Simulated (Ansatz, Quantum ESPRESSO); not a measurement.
# LiCa (Pm-3m): phonons by linear response, part 3 of 3

Aim: the phonon dispersion of LiCa (Pm-3m), checked by a second program.

Quantum ESPRESSO 7.5; DFT PBE, scalar-relativistic, plane waves, PseudoDojo norm-conserving pseudopotentials.

So far, highest frequency (cm⁻¹): step 7 (interpolated phonon bands) 259. The relaxed cell has a = 3.975 Å (conventional setting).

The structure was built from a prototype and need not be the compound's stable phase.

## (8) Sums over the zone

Sums over the zone need many more wavevectors than were solved, so the interpolation is sampled on a dense mesh.

Input file matdyn.in:

```
&INPUT
  asr    = 'simple'
  flfrc  = 'x.fc'
  dos    = .true.
  fldos  = 'x.dos'
  nk1    = 11
  nk2    = 11
  nk3    = 11
  deltaE = 0.3
/
```

Launch:

```console
$ matdyn.x -in matdyn.in > matdyn.out
```

Numbers of over 12 decimals in the logs are rounded to 6 here.

Output:

```text
[banner, memory and clock lines left out]
Program MATDYN v.7.5

 mass for atomic type   1 not given; uses mass from file x.fc
 mass for atomic type   2 not given; uses mass from file x.fc
     Message from routine matdyn:
     Z* not found in file x.fc, TO-LO splitting at q=0 will be absent!

Note: The following floating-point exceptions are signalling: IEEE_UNDERFLOW_FLAG
```

Run time: 4.9 s. Hardware: 1 thread of Arm Neoverse N1, shared host.

Read from the output:

```yaml
share_of_modes_beyond_3i_cm_minus1_on_the_dense_interpolated_mesh: 0
zero_point_energy_per_atom: 30.54 meV
heat_capacity_at_300_k: 23.49 J/(mol atoms K)
vibrational_entropy_at_300_k: 34.55 J/(mol atoms K)
```

The phonon density of states has structure finer than the step of the table below, so its rows give means over 5 cm⁻¹, whole bins alone (the curve runs from 0 to 258 cm⁻¹). Peaks (cm⁻¹: height): total 84.0: 0.0779, 115.5: 0.145, 217.5: 0.105, 247.5: 0.103; Ca 84.0: 0.0720, 115.5: 0.138; Li 217.5: 0.0937, 247.5: 0.0975.

Tetrahedra. Table of phonon density of states by wavenumber; means over each step; values in 1/cm⁻¹/cell:

```csv
wavenumber (cm⁻¹),total,Ca,Li
5,3.0e-5,2.9e-5,4.5e-6
10,1.2e-4,1.1e-4,1.8e-5
15,2.7e-4,2.4e-4,4.1e-5
20,8.6e-4,7.4e-4,1.2e-4
25,0.00160,0.00137,2.3e-4
30,0.00238,0.00204,3.3e-4
35,0.00339,0.00291,4.7e-4
40,0.00519,0.00446,7.2e-4
45,0.00611,0.00527,8.3e-4
50,0.00734,0.00636,9.8e-4
55,0.00979,0.00852,0.00127
60,0.0126,0.0110,0.00161
65,0.0156,0.0136,0.00192
70,0.0195,0.0172,0.00230
75,0.0273,0.0242,0.00305
80,0.0426,0.0386,0.00401
85,0.0712,0.0654,0.00578
90,0.0550,0.0505,0.00448
95,0.0410,0.0375,0.00352
100,0.0353,0.0320,0.00328
105,0.0361,0.0329,0.00325
110,0.0490,0.0453,0.00366
115,0.0909,0.0858,0.00512
120,0.0256,0.0235,0.00202
125,0.0151,0.0138,0.00122
130,0.0108,0.01000,7.8e-4
135,0.00784,0.00734,5.0e-4
140,0.00558,0.00534,2.5e-4
145,0.00284,0.00276,8.0e-5
150,2.9e-4,2.8e-4,5.5e-6
155,0,0,0
160,0,0,0
165,0,0,0
170,0,0,0
175,0,0,0
180,0,0,0
185,0,0,0
190,0,0,0
195,0,0,0
200,4.5e-5,1.5e-6,4.5e-5
205,0.00594,2.6e-4,0.00568
210,0.0222,0.00163,0.0206
215,0.0679,0.00696,0.0609
220,0.0829,0.00920,0.0737
225,0.0501,0.00578,0.0443
230,0.0497,0.00563,0.0441
235,0.0505,0.00493,0.0456
240,0.0557,0.00446,0.0513
245,0.0798,0.00492,0.0749
250,0.0950,0.00518,0.0898
255,0.0389,0.00274,0.0362
```

Harmonic thermodynamic functions per atom, summed over the density of states scaled to three modes an atom; melting is ignored. Thermodynamic functions:

```csv
T (K),F_vib (meV/atom),S (J/mol-atom/K),C_V (J/mol-atom/K)
0,30.54,0,0
50,29.95,3.841,7.692
100,25.86,11.97,15.91
200,6.1,25.32,21.88
300,-25.19,34.55,23.49
400,-64.71,41.41,24.11
500,-110.5,46.82,24.4
600,-161.4,51.29,24.57
700,-216.6,55.08,24.66
800,-275.4,58.38,24.73
900,-337.5,61.3,24.77
1000,-402.4,63.91,24.81
```

At 300 K the heat capacity has reached 94 % of the Dulong-Petit value.

## (9) Zone-centre analysis

A rigid shift of the crystal must cost nothing, but grids and finite bases break this; the acoustic sum rule is imposed before the matrix is diagonalised again.

Input file dynmat.in:

```
&INPUT
  fildyn = 'x.dyn1'
  asr    = 'simple'
  fileig = 'dynmat.eig'
/
```

Launch:

```console
$ dynmat.x -in dynmat.in > dynmat.out
```

Output:

```text
[banner, memory and clock lines left out]
Program DYNMAT v.7.5

     Reading Dynamical Matrix from file x.dyn1
     ...Force constants read
     ...epsilon and Z* not read (not found on file)
     A direction for q was not specified:TO-LO splitting will be absent

     Polarizability (A^3 units)
     multiply by 1.000000 for Clausius-Mossotti correction
         0.000000    0.000000    0.000000
         0.000000    0.000000    0.000000
         0.000000    0.000000    0.000000

     IR activities are in (D/A)^2/amu units

# mode   [cm-1]    [THz]      IR
    1      0.00    0.0000    0.0000
    2      0.00    0.0000    0.0000
    3      0.00    0.0000    0.0000
    4    258.39    7.7464    0.0000
    5    258.39    7.7464    0.0000
    6    258.39    7.7464    0.0000
```

It took 0.49 s on 1 thread.

Read from the output:

| Property | Result |
| --- | --- |
| highest optical zone-centre mode (no LO-TO term) | 258.4 cm⁻¹ |
| lowest optical zone-centre mode | 258.4 cm⁻¹ |

Unit eigenvectors of the mass-weighted matrix after the sum rule; no LO-TO term. Modes at Γ, with each element's share of the kinetic energy:

```csv
mode,frequency (cm⁻¹),symmetry,Ca %,Li %
1,0.0,acoustic,85,15
2,0.0,acoustic,85,15
3,0.0,acoustic,85,15
4,258.4,T1u,15,85
5,258.4,T1u,15,85
6,258.4,T1u,15,85
```

Displacements in mode 4 (258.4 cm⁻¹), the largest set to 1:
```
Ca1  0.00 -0.17  0.00
Li2  0.00  1.00  0.00
```

The rule moves no optical mode by more than 0.1 cm⁻¹.

## (10) Sum rules set otherwise (asr no)

Without the rule the raw error of the acoustic modes shows.

Input file dynmat.in:

```
&INPUT
  fildyn = 'x.dyn1'
  asr    = 'no'
  fileig = 'dynmat.eig'
/
```

Launch:

```console
$ dynmat.x -in dynmat.in > dynmat.out
```

Output:

```text
[banner, memory and clock lines left out]
Program DYNMAT v.7.5

     Reading Dynamical Matrix from file x.dyn1
     ...Force constants read
     ...epsilon and Z* not read (not found on file)
     A direction for q was not specified:TO-LO splitting will be absent

     Polarizability (A^3 units)
     multiply by 1.000000 for Clausius-Mossotti correction
         0.000000    0.000000    0.000000
         0.000000    0.000000    0.000000
         0.000000    0.000000    0.000000

     IR activities are in (D/A)^2/amu units

# mode   [cm-1]    [THz]      IR
    1     -2.27   -0.0681    0.0000
    2     -2.27   -0.0681    0.0000
    3     -2.27   -0.0681    0.0000
    4    258.30    7.7437    0.0000
    5    258.30    7.7437    0.0000
    6    258.30    7.7437    0.0000
```

Elapsed: 0.48 s, on 1 thread.

This step gave:

```
highest optical zone-centre mode (no LO-TO term) : 258.3 cm⁻¹
lowest optical zone-centre mode                  : 258.3 cm⁻¹
```

Zone-centre frequencies as printed; negative means imaginary. Modes:

```csv
mode,frequency (cm⁻¹)
1,-2.27
2,-2.27
3,-2.27
4,258.3
5,258.3
6,258.3
```

Against the first rule no mode moves by more than 2.3 cm⁻¹.

## (11) Sum rules set otherwise: a sum rule for molecules or wires on a crystal

This rule also removes rotations, which suits wires and not a crystal; it is tried to see the harm.

Input file dynmat.in:

```
&INPUT
  fildyn = 'x.dyn1'
  asr    = 'one-dim'
  fileig = 'dynmat.eig'
/
```

Launch:

```console
$ dynmat.x -in dynmat.in > dynmat.out
```

Output:

```text
[banner, memory and clock lines left out]
Program DYNMAT v.7.5

     Reading Dynamical Matrix from file x.dyn1
     ...Force constants read
     ...epsilon and Z* not read (not found on file)
asr rotation axis in 1D system=    3
     Acoustic Sum Rule: || Z*(ASR) - Z*(orig)|| =    0.000000E+00
     Acoustic Sum Rule: ||dyn(ASR) - dyn(orig)||=    5.977859E-02
     A direction for q was not specified:TO-LO splitting will be absent

     Polarizability (A^3 units)
     multiply by 1.000000 for Clausius-Mossotti correction
         0.000000    0.000000    0.000000
         0.000000    0.000000    0.000000
         0.000000    0.000000    0.000000

     IR activities are in (D/A)^2/amu units

# mode   [cm-1]    [THz]      IR
    1     -0.00   -0.0000    0.0000
    2     -0.00   -0.0000    0.0000
    3      0.00    0.0000    0.0000
    4      0.00    0.0000    0.0000
    5    258.37    7.7458    0.0000
    6    258.37    7.7458    0.0000
```

It took 0.48 s on 1 thread.

The run ended normally, but on settings that are not sound.

The fault: a sum rule for molecules or wires on a crystal; 1 optical mode is projected out to zero frequency, as if it were a rotation.

For a crystal the rule has to be 'simple' or 'crystal'.

Zone-centre frequencies as printed; negative means imaginary. Modes:

```csv
mode,frequency (cm⁻¹)
1,0
2,0
3,0
4,0
5,258.4
6,258.4
```

## (12) The dispersion under another sum rule (asr crystal)

The sum rule corrects the force constants themselves, so it can shift branches at any wavevector, low ones most.

Input file matdyn.in:

```
&INPUT
  asr              = 'crystal'
  flfrc            = 'x.fc'
  flfrq            = 'x.freq'
  flvec            = 'x.modes'
  q_in_band_form   = .true.
  q_in_cryst_coord = .true.
/
8
  0.0000000   0.0000000   0.0000000   8  ! GAMMA
  0.0000000   0.5000000   0.0000000   8  ! X
  0.5000000   0.5000000   0.0000000   8  ! M
  0.0000000   0.0000000   0.0000000   8  ! GAMMA
  0.5000000   0.5000000   0.5000000   8  ! R
  0.0000000   0.5000000   0.0000000   1  ! X
  0.5000000   0.5000000   0.5000000   8  ! R
  0.5000000   0.5000000   0.0000000   1  ! M
```

Launch:

```console
$ matdyn.x -in matdyn.in > matdyn.out
```

Output:

```text
[banner, memory and clock lines left out]
Program MATDYN v.7.5

 mass for atomic type   1 not given; uses mass from file x.fc
 mass for atomic type   2 not given; uses mass from file x.fc
 Norm of the difference between old and new effective charges:    0.000000

 Norm of the difference between old and new force-constants:   1.85512e-05

     Message from routine matdyn:
     Z* not found in file x.fc, TO-LO splitting at q=0 will be absent!
     Message from routine matdyn:
     Z* not found in file x.fc, TO-LO splitting at q=0 will be absent!

Note: The following floating-point exceptions are signalling: IEEE_UNDERFLOW_FLAG
```

Run time: 0.49 s. Hardware: 1 thread.

At the labelled points the branches move by no more than 0.2 cm⁻¹.

## (13) Cross-check with Ansatz

A second program on the same cell, potentials, cutoff and meshes tests the implementation of the phonon response, not its convergence. Its k mesh is centred on Γ.

This step: DFT PBE, scalar-relativistic, plane waves, PseudoDojo norm-conserving pseudopotentials (Ansatz 0.2.0).

Input file input.yaml:

```yaml
crystal:
  lattice:
    - [3.974837621, 0.0, 0.0]
    - [0.0, 3.974837621, 0.0]
    - [0.0, 0.0, 3.974837621]
  atoms:
    - { symbol: Ca, position: [0.0, 0.0, 0.0] }
    - { symbol: Li, position: [0.5, 0.5, 0.5] }
kpoints:
  mp_grid: { grid: [8, 8, 8] }
hamiltonian:
  xc: pbe
  pseudopotentials: { kind: nc, accuracy: standard }
scf:
  occupations: { method: cold, width: 0.27211 }
output:
  eigenvalues: true
basis:
  ecutwfc: 1006.821
phonons:
  method: dfpt
  qmesh: [2, 2, 2]
  temperatures: { t_max: 1000, t_step: 50 }
  qpath:
    path:
      - [[0.0, 0.0, 0.0], [0.0, 0.5, 0.0], [0.5, 0.5, 0.0], [0.0, 0.0, 0.0], [0.5, 0.5, 0.5], [0.0, 0.5, 0.0]]
      - [[0.5, 0.5, 0.5], [0.5, 0.5, 0.0]]
    npoints: 12
```

Launch:

```console
$ ansatz run input.yaml --threads 4 --pin off --max-ram 8192MiB --backend cpu --events-out ev --progress --plain --runs-dir out
```

Output:

```text
Warning: basis.ecutwfc = 1006.821 eV is below the records' recommended 1006.821291 eV, and the density's cutoff is lower with it unless basis.ecutrho_ratio is high enough to keep the records' density cutoff: compare with a run at a higher cutoff
Engine: ansatz 0.2.0, aarch64-unknown-linux-gnu
Pseudopotentials: kind: nc
Pseudopotential: Ca, nc, valence charge 10, recommended cutoff 925.187132 eV (normal), Ca.nc.azcp (PseudoDojo's, or run here from an input of PseudoDojo's; its table is named by hamiltonian.pseudopotentials.accuracy)
Pseudopotential: Li, nc, valence charge 3, recommended cutoff 1006.821291 eV (normal), Li.nc.azcp (PseudoDojo's, or run here from an input of PseudoDojo's; its table is named by hamiltonian.pseudopotentials.accuracy)
Functional definition: PBE
  parameter kappa = 0.804
  parameter beta = 0.066725
  exchange = pbe_x(kappa = kappa, mu = beta*pi^2/3)
  correlation = pbe_c(beta = beta)
Crystal: 2 atoms, lattice volume = 62.800 Å³
Basis set: ecut = 1006.821 eV, 4553 PW (Γ), exchange–correlation on 90×90×90 points (8 copies of the dense FFT grid, shifted against one another)
Bands: 11, of which v1, the nominal top of the filled ones, is band 7 counted from 1 (6 counted from 0)
Symmetry: 48 space group operations
k-points: 35 of 512
Non-local potential: Ca, projectors of the file, l = 0: 2, l = 1: 2, l = 2: 2
Non-local potential: Li, projectors of the file, l = 0: 2, l = 1: 2
Initial density: superposition of atomic densities (chi_scale 0.1, normalization cell, long waves kept (reshape's long-wave potential 0.00 eV rms))
Initial wavefunctions: pseudopotential atomic-orbital guess
Functional: x = pbe(κ = 0.804, μ = 0.219515), c = pbe(β = 0.066725)
SCF iter   1: F=—  HF=-1249.438662 eV  |F-HF|=—  |Δ(HF+E_count)|=         —  Δρ=7.23e-3  dr2=5.69e-2  ethr=3.10e-3  ⟨swp⟩=7.5  Hψ=3213  notcnv=0
preconditioner: auto → none  [metal: Δε(μ)=0.144 eV  Ē_g=3.372 eV  σ=0.272 eV  W_gap=0.38  n_scr=6 (ndim 8)  ℏωp=8.1 eV  f_vac=0.000  D(μ)=1.61/eV (n_scr^D=6)  sad-step TF]
SCF iter   2: F=—  HF=-1249.441694 eV  |F-HF|=—  |Δ(HF+E_count)|=   3.03e-3  S|Δr|=    0.00e0  Δρ=5.08e-3  dr2=3.20e-2  ethr=4.38e-4  ⟨swp⟩=1.0  Hψ=665  notcnv=0
SCF iter   3: F=—  HF=-1249.439523 eV  |F-HF|=—  |Δ(HF+E_count)|=   2.17e-3  S|Δr|=    0.00e0  Δρ=1.27e-3  dr2=2.68e-3  ethr=2.46e-4  ⟨swp⟩=1.5  Hψ=405  notcnv=0
SCF iter   4: F=—  HF=-1249.438930 eV  |F-HF|=—  |Δ(HF+E_count)|=   5.93e-4  S|Δr|=    0.00e0  Δρ=3.77e-4  dr2=7.17e-5  ethr=2.06e-5  ⟨swp⟩=2.0  Hψ=458  notcnv=0
SCF iter   5: F=—  HF=-1249.438905 eV  |F-HF|=—  |Δ(HF+E_count)|=   2.42e-5  S|Δr|=    0.00e0  Δρ=5.82e-5  dr2=7.27e-7  ethr=5.52e-7  ⟨swp⟩=2.0  Hψ=596  notcnv=0
SCF iter   6: F=—  HF=-1249.438873 eV  |F-HF|=—  |Δ(HF+E_count)|=   3.27e-5  S|Δr|=    0.00e0  Δρ=8.20e-6  dr2=3.49e-8  ethr=5.60e-9  ⟨swp⟩=2.7  Hψ=622  notcnv=0
SCF iter   7: F=—  HF=-1249.438873 eV  |F-HF|=—  |Δ(HF+E_count)|=  6.36e-10  S|Δr|=    0.00e0  Δρ=1.07e-6  dr2=5.23e-10  ethr=2.68e-10  ⟨swp⟩=2.0  Hψ=586  notcnv=0
SCF iter   8: F=—  HF=-1249.438873 eV  |F-HF|=—  |Δ(HF+E_count)|=  1.25e-10  S|Δr|=    0.00e0  Δρ=2.36e-7  dr2=1.77e-11  ethr=4.02e-12  ⟨swp⟩=2.3  Hψ=615  notcnv=0
SCF iter   9: F=-1249.438873 eV  HF=-1249.438873 eV  |F-HF|=4.55e-13  |Δ(HF+E_count)|=  2.27e-12  S|Δr|=    0.00e0  Δρ=2.82e-8  dr2=1.89e-13  ethr=1.00e-12  ⟨swp⟩=6.2  Hψ=1701  notcnv=0
SCF 1 converged in 9 iterations: F = -1249.438873 eV  dr2 = 1.89e-13
phonons: the bands overlap, so this run is a metal and interpolates without the dipole-dipole term. If the crystal is really an insulator or semiconductor, its LO-TO splitting is missing
NSCF: frozen V_eff on 35 k-points
NSCF: frozen V_eff on 75 k-points
DFPT response loops at q = (0, 0, 0) (fractional): preconditioner auto → Kerker (q_TF=auto, 2.098 Å⁻¹) (partly filled bands, converged f_vac=0.000); β = 1.00, the filter's whole step (`scf.mixing.beta` (0.50) is not read by the response loops under this deck's `scf.mixing.preconditioner`; to damp them name `kerker` or `kerker_dos`, under which they read `scf.mixing.beta`, and type it under 1.00, their step now; both keys bind the ground state too); Broyden in place of MSR1
NSCF: frozen V_eff on 250 k-points
DFPT response loops at q = (0, 0, -0.5) (fractional): mixed as the last ones told, above
NSCF: frozen V_eff on 250 k-points
DFPT response loops at q = (0, -0.5, -0.5) (fractional): mixed as the last ones told, above
NSCF: frozen V_eff on 150 k-points
DFPT response loops at q = (-0.5, -0.5, -0.5) (fractional): mixed as the last ones told, above
SCF converged after 9 iterations
Stability not checked: this state was not tested for a lower state beside it, because cold or Methfessel-Paxton smearing, or corrected tetrahedra, fill the levels in a way that the test cannot read (fill_not_monotonic; see scf.lower_state_search)
Free energy (F): -1249.438873 eV
Harris-Foulkes:  -1249.438873 eV  (|F-HF|=4.55e-13)
Internal energy: -1249.439521 eV  (E = F + TS)
E sigma→0 (E₀):  -1249.439089 eV
Entropy (-TS):   0.000648 eV (0.324 meV/atom)
Fermi energy:    3.635429 eV
--- Per-component energies (eV) ---
  E_band       = -271.817606
  E_kinetic    = 500.580738
  E_local      = -1154.402970  (includes V_loc(G=0)·N_el)
  E_nonlocal   = -36.552316
  E_hartree    = 332.054785
  E_xc         = -243.776571
  E_vxc        = -245.552619  (∫ρ·V_xc dr)
  E_ewald      = -647.343186
  E_smearing   = 0.000648  (= −TS)
  E_closure    = 0.000000  (closes the sum)
  Σ components = -1249.438873   (vs F -1249.438873, Δ=0.00e0)
--- Band table (eV; the first three rows and the last of 35) ---
  k-point 0: bands = [... 3 lower, -19.3589, -19.3589, -0.2029, 4.7488, 4.7488, 7.2098, 7.2098, 7.2098]
  k-point 1: bands = [... 3 lower, -19.3582, -19.3582, -0.0532, 4.5895, 4.8130, 6.8361, 6.8361, 7.2248]
  k-point 2: bands = [... 3 lower, -19.3563, -19.3563, 0.3804, 4.0075, 4.9799, 6.3632, 6.3632, 7.2615]
  k-point 34: bands = [... 3 lower, -19.4071, -19.4071, 3.7366, 3.7366, 3.7366, 6.8848, 6.8848, 6.8848]
--- Phonons (Γ-DFPT): 2 representative perturbations + reference (Σ response iterations 7) ---
  ASR residual: 3.681e-5 → 0.000e0 eV/Å²; symmetrization residual: 1.033e-6 eV/Å²
  ASR residual per site (eV/Å²): 3.68e-5 9.09e-6
  Γ frequencies (cm⁻¹): 0.00 0.00 0.00 258.39 258.39 258.39
--- Phonons (arbitrary-q DFPT): 4 irreducible q on the 2×2×2 mesh ---
  q = [0.0000, 0.0000, 0.0000] (star 1, of the zone-centre solve; hermiticity 1.42e-6, symmetrization 1.99e-15): -0.00 0.00 0.00 258.39 258.39 258.39
  q = [0.0000, 0.0000, -0.5000] (star 3, 4 solved perturbations in 400 linear systems a pass and spin channel, the states on 125 of 512 k-point pairs; hermiticity 1.51e-13, symmetrization 4.25e-13, the responses' own estimated error 2.3e-5 eV/Å²): 92.21 92.21 120.58 200.69 245.51 245.51
  q = [0.0000, -0.5000, -0.5000] (star 3, 4 solved perturbations in 400 linear systems a pass and spin channel, the states on 125 of 512 k-point pairs; hermiticity 5.10e-7, symmetrization 1.12e-12, the responses' own estimated error 2.7e-5 eV/Å²): 80.53 86.70 86.70 225.52 225.52 258.49
  q = [-0.5000, -0.5000, -0.5000] (star 1, 2 solved perturbations on 75 of 512 k-point pairs; hermiticity 4.15e-13, symmetrization 1.08e-12, the responses' own estimated error 2.2e-5 eV/Å²): 151.07 151.07 151.07 205.13 205.13 205.13
  sum rule: each row above includes the acoustic sum rule's correction from the zone centre's row sums; it moved no ω² by more than (0.60 cm⁻¹)²
  mesh force constants: q→R imaginary residual 1.78e-17; ASR residual 3.681e-5 → 0.000e0 eV/Å²; symmetrization residual 1.110e-15 eV/Å²
  interpolated dispersion: 74 rows × 6 modes
  density of states and harmonic sums: on the 16×16×16 q-mesh, interpolated from the force constants of a 2×2×2 supercell (no non-analytic term)
  largest difference from the sums on the solved wave vectors: F 8.28e-2 eV, S 1.15e-4 and C_V 3.23e-5 eV/K
  zero-point energy: 0.061054 eV/cell   skipped modes (ω ≤ 0): 3   left out of the sums: 1.22e-4 of the cell's modes: C_V's classical limit lies that fraction below 3 k_B per atom; for a crystal, a wire or a layer, F and S can be off by more, and a phonons.interpolated_qmesh denser along its periods is the remedy for the sampling
```

The job ended after 81 s (4 threads; peak memory 1 GiB).

This step gave:

| Quantity | Value |
| --- | --- |
| sum-rule residual before enforcement | 3.68e-5 eV/Å² |
| mean frequency | 164.2 cm⁻¹ |
| logarithmic mean frequency | 145.9 cm⁻¹ |
| highest optical zone-centre mode (no LO-TO term) | 258.4 cm⁻¹ |
| lowest optical zone-centre mode | 258.4 cm⁻¹ |
| lowest mode on the q mesh (acoustic ones at the zone centre apart) | 80.53 cm⁻¹ |
| zero-point energy per atom | 30.53 meV |
| vibrational entropy at 300 K | 34.59 J/(mol atoms K) |

## (14) Side by side: QE PseudoDojo and Ansatz, PseudoDojo

Worked out from the results:

```yaml
root_mean_square_difference: 0.05 cm⁻¹
largest_difference: 0.09 cm⁻¹
root_mean_square_difference_on_the_path: 0.1 cm⁻¹
largest_difference_on_the_path: 0.1 cm⁻¹
```

The interpolated bands of the two lie on top of each other.

At the solved wavevectors the largest difference (acoustic modes at Γ apart) is 0.03 % of the highest mode.

## (15) What came out

```yaml
space_group_after_relaxation: Pm-3m
volume_per_atom: 31.4 Å³
highest_optical_zone_centre_mode_no_lo_to_term: 258.4 cm⁻¹
q_mesh: 2×2×2
lowest_mode_on_the_q_mesh_acoustic_ones_at_the_zone_centre_apart: 80.6 cm⁻¹
zero_point_energy_per_atom: 30.5 meV
heat_capacity_at_300_k: 23.5 J/(mol atoms K)
vibrational_entropy_at_300_k: 34.6 J/(mol atoms K)
imaginary_modes_on_the_q_mesh: none
largest_difference_from_ansatz_pseudodojo: 0.09 cm⁻¹
```

What this shows: LiCa (Pm-3m) is dynamically stable on the 2×2×2 mesh; its spectrum reaches 259 cm⁻¹. At the PBE level the optical modes of LiCa (Pm-3m) at the zone centre lie at 258 cm⁻¹. QE PseudoDojo and Ansatz, PseudoDojo agree to 0.09 cm⁻¹ (0.03 % of the highest mode compared) on all solved modes but the acoustic ones at Γ, without the LO-TO term. These are harmonic frequencies at zero temperature: anharmonic shifts and linewidths and thermal expansion are left out. In a metal the frequencies hang on the k mesh and the smearing, most of all near Kohn anomalies. The runs are without spin polarisation, although the cell has an odd electron count or an open d or f shell, so a magnetic state was not tested. The q mesh stands for a supercell only 7.9 Å across, so branches between the solved wavevectors are rough. The structure is a hypothetical one, built on a prototype.

[Host names and launcher messages were left out of these logs when they were recorded.]

[Logs are printed without paths, hosts, clocks, repeated set-up lines and the standing remarks that a program may print on its own settings, such as how far it seeks lower states.]

[Hosts, paths, dates, database ids (printed as entryN), source tags and the programs' standing remarks are cut or masked in the printed files.]
